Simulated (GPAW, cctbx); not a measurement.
# By hand: from a DFT structure factor to an extinction distance in SeBr6

SeBr6, Im-3m (no. 229), a = 7.9739 Å, b = 7.9739 Å, c = 7.9739 Å, α = 90.00°, β = 90.00°, γ = 90.00°.

```
atom  mult.  x       y  z
 Br1     12  0  0.3282  0
 Se1      2  0       0  0
```

The start was made by putting kin elements into a known structure type; the compound need not exist, or be stable, in this form.

A DFT run (GPAW, PBE, 450 eV, 4×4×4 k-points, Fermi–Dirac width 0.05 eV) gives the static X-ray structure factor of 011 as 70.817 e for the conventional cell; superposed free atoms give 71.248 e. **Problem.** Find the Fourier component V of the crystal potential and the two-beam extinction distance at 120 kV in both cases.

### 1. Geometry

The cell volume is Ω = 507.00 Å³ and d(011) = 5.6384 Å, so g = 1/d = 0.1774 Å⁻¹.

### 2. The nuclei

Electrons feel nuclei as well as electrons, so the nuclear charges are summed with the same phases.

Phase sums Σ exp(2πi h·x), turned so that the total is real and positive: Br +0.225, Se +2.000. Then F_Z = 35 × (+0.225) + 34 × (+2.000) = 75.86 e. The electron term has the same sign for this reflection.

### 3. Mott–Bethe

Poisson's equation, term by term, gives V = (e/4πε₀)(F_Z − F)/(πΩg²), with e/4πε₀ = 14.3996 V Å.

The prefactor is 14.3996 × 5.6384²/(π × 507.00) = 0.28741 V per electron. Free atoms: (75.86 − 71.248) × 0.28741 = 1.325 V. Crystal: (75.86 − 70.817) × 0.28741 = 1.449 V. F changes by -0.60 % and V by +9.3 %: the same 0.43 e is measured against F_Z − F = 4.6 e in place of F = 71.2 e.

### 4. Extinction distance

In the two-beam case ξ = 1/(λU) with U = 2γm₀eV/h², that is ξ = 150.41 V Å²/(γλV).

At 120 kV, λ = 0.03349 Å and γ = 1.2348. Free atoms: ξ = 2745 Å. Crystal: ξ = 2510 Å. The thickness fringes go as sin²(πt/ξ), so the two patterns slip by a quarter of a period when t|1/ξ₁ − 1/ξ₀| = 1/4, at t ≈ 734 nm. Thermal motion, absorption and many-beam coupling, left out here, change a real pattern.

### 5. Answer

V(011) is 1.45 V against 1.33 V, and ξ is 2510 against 2745 Å. Limits: static atoms, two beams.

[Outputs are excerpts: Python notices, other lines and further rows are left out; steps that failed or that the build refused (PBEsol, TPSS) are not shown.]

[Logs are printed without paths, hosts, clocks, repeated set-up lines and the standing remarks that a program may print on its own settings, such as how far it seeks lower states.]
